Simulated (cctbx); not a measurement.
# DyTeC2: precision against data quality

Space group Pnma (no. 62), a = 6.3160 Å, b = 3.7280 Å, c = 11.7610 Å, α = 90.00°, β = 90.00°, γ = 90.00°.

```csv
atom,mult.,x,y,z,Ueq (Å²)
Dy1,4,0.9256,3/4,0.8640,0.0110
Te1,4,0.5968,3/4,0.1070,0.0119
C1,4,0.2737,3/4,0.9814,0.0248
C2,4,0.8443,3/4,0.2459,0.0233
```

The model is made up (kin elements in a known structure type, no relaxation), so it says nothing on whether the phase exists.

Five simulated data sets (cctbx; Mo Kα, λ = 0.71073 Å; 4 % proportional error) differ in resolution or exposure (noise floor 2 counts in the first three, 8 in the last two). Each is refined with the right model, isotropic at 1.1 Å and anisotropic otherwise. How do the figures of merit and the uncertainties move?

| d min (Å) | top counts | ⟨I/σ⟩ (unmerged, absences included) | unique | param. (scale apart) | Rint | R1 | GooF | largest s.u. xyz (fractional) | s.u. U of C1 (Å²) | largest error (Å) |
| --- | --- | --- | --- | --- | --- | --- | --- | --- | --- | --- |
| 1.1 | 40000 | 15.7 | 134 | 12 | 0.029 | 0.0089 | 0.93 | 0.00091 | 0.0017 | 0.0103 |
| 0.84 | 40000 | 15.3 | 289 | 24 | 0.029 | 0.0088 | 0.93 | 0.00064 | 0.0021 | 0.0072 |
| 0.6 | 40000 | 13.8 | 755 | 24 | 0.033 | 0.0096 | 0.94 | 0.00044 | 0.0010 | 0.0070 |
| 0.75 | 300 | 1.4 | 394 | 24 | 0.339 | 0.0704 | 0.91 | 0.01246 | 0.0461 | 0.1296 |
| 0.75 | 3000 | 6.1 | 394 | 24 | 0.069 | 0.0218 | 0.91 | 0.00236 | 0.0070 | 0.0165 |

The number of reflections grows roughly as 1/d³: 134, 289 and 755 here. R1 follows the noise rather than the truth: at 300 counts it is 0.0704, at 3000 counts 0.0218, while GooF is 0.91 and 0.91: the weights 1/σ² carry the noise. The s.u. of U (U11 where anisotropic) for C1 goes 0.0017, 0.0021, 0.0010 Å² with resolution and 0.0461, 0.0070 Å² with exposure.

Hardware for the 0.6 Å refinement: 0.52 s on 1 thread of Arm Neoverse V2, on a shared host, peak memory 0.09 GiB.

[Logs are printed without paths, hosts, clocks, repeated set-up lines and the standing remarks that a program may print on its own settings, such as how far it seeks lower states.]
